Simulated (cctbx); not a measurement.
**Accept or mend?**

Cell a = 4.0910 Å, b = 17.1040 Å, c = 4.1090 Å, α = 90.00°, β = 90.00°, γ = 90.00°; space group Cmcm (no. 63).

The data are simulated with cctbx, not measured: Cu Kα, λ = 1.54184 Å, to d = 0.83 Å, 80 % of the full sphere, strongest reflection 5000 counts, noise from counting, a 3 % proportional error and a noise floor of 8 counts (s.d.); no absorption.

An anisotropic refinement with weights 1/σ² prints:

```text
Rint 0.040, 172 unique reflections to 0.83 A
cycle     R1     wR2    GooF  max shift (A)
   1  0.2660  0.4902  13.622   0.02341
   2  0.2563  0.4767  13.247   0.00011
final R1 0.2563 wR2 0.4767 GooF 13.247  parameters 12  data/parameter 14.3
atom        x        y        z      Ueq    occ   su(xyz)  su(Uiso or U11)
Lu1    0.50000  0.61193  0.75000   0.0008  1.000  0.00044  0.0043
Ge1    0.50000  0.95399  0.75000  -0.0007  1.000  0.00107  0.0083  NPD
Ge2    0.00000  0.74834  0.75000   0.0122  1.000  0.00112  0.0115
difference map: max 72.62 min -12.83 rms 4.14
Q1    0.0000  0.3234  0.7500    4   72.77  2.23 A from Ge1
Q2    0.0000  0.1133  0.7500    4   32.81  0.02 A from Lu1
Q3    0.0000  0.0379  0.2500    4   15.06  2.05 A from Ge1
Q4    0.0000  0.2525  0.2500    4   14.48  0.01 A from Ge2
Q5    0.0000  0.4558  0.7500    4   14.36  0.03 A from Ge1
Q6    0.0000  0.3278  0.2500    4   12.29  1.30 A from Ge2
```

Q: Accept it or mend it, and why?

Mend it. The fault: an atom left out, V at (1/2, 0.8231, 3/4). Against the right model at the same level, R1 goes from 0.0167 to 0.2563 and GooF from 0.92 to 13.25, the top difference peak, 72.8 e/Å³, lies 2.23 Å from Ge1 and Ge1 goes non-positive-definite. Q1 is the missing atom. With scattering power missing, scale and phases suffer, so peaks may also grow on the heavy atoms.

The compound is LuVGe2. The right model at the same level gives:

```text
Rint 0.040, 172 unique reflections to 0.83 A
cycle     R1     wR2    GooF  max shift (A)
   1  0.0173  0.0341   0.959   0.00051
   2  0.0167  0.0328   0.924   0.00000
final R1 0.0167 wR2 0.0328 GooF 0.924  parameters 16  data/parameter 10.8
atom        x        y        z      Ueq    occ   su(xyz)  su(Uiso or U11)
Lu1    0.50000  0.61179  0.75000   0.0055  1.000  0.00003  0.0003
Ge1    0.50000  0.95533  0.75000   0.0067  1.000  0.00007  0.0007
Ge2    0.00000  0.74856  0.75000   0.0096  1.000  0.00008  0.0007
V1     0.50000  0.82312  0.75000   0.0047  1.000  0.00011  0.0009
difference map: max 1.21 min -1.36 rms 0.34
Q1    0.2190  0.4540  0.7500    8    1.27  0.90 A from Ge1
Q2    0.0000  0.0275  0.2500    4    1.11  2.07 A from Ge1
Q3    0.0000  0.2009  0.0376    8    1.04  1.23 A from Ge2
Q4    0.1631  0.2460  0.5897   16    0.95  1.53 A from Ge2
Q5    0.1782  0.4078  0.2500    8    0.90  1.36 A from Lu1
Q6    0.0000  0.4052  0.0463    8    0.86  1.49 A from Ge1
```

The model is made up (kin elements in a known structure type, no relaxation), so it says nothing on whether the phase exists.

[Middle refinement cycles are left out of these outputs.]

[Logs are printed without paths, hosts, clocks, repeated set-up lines and the standing remarks that a program may print on its own settings, such as how far it seeks lower states.]
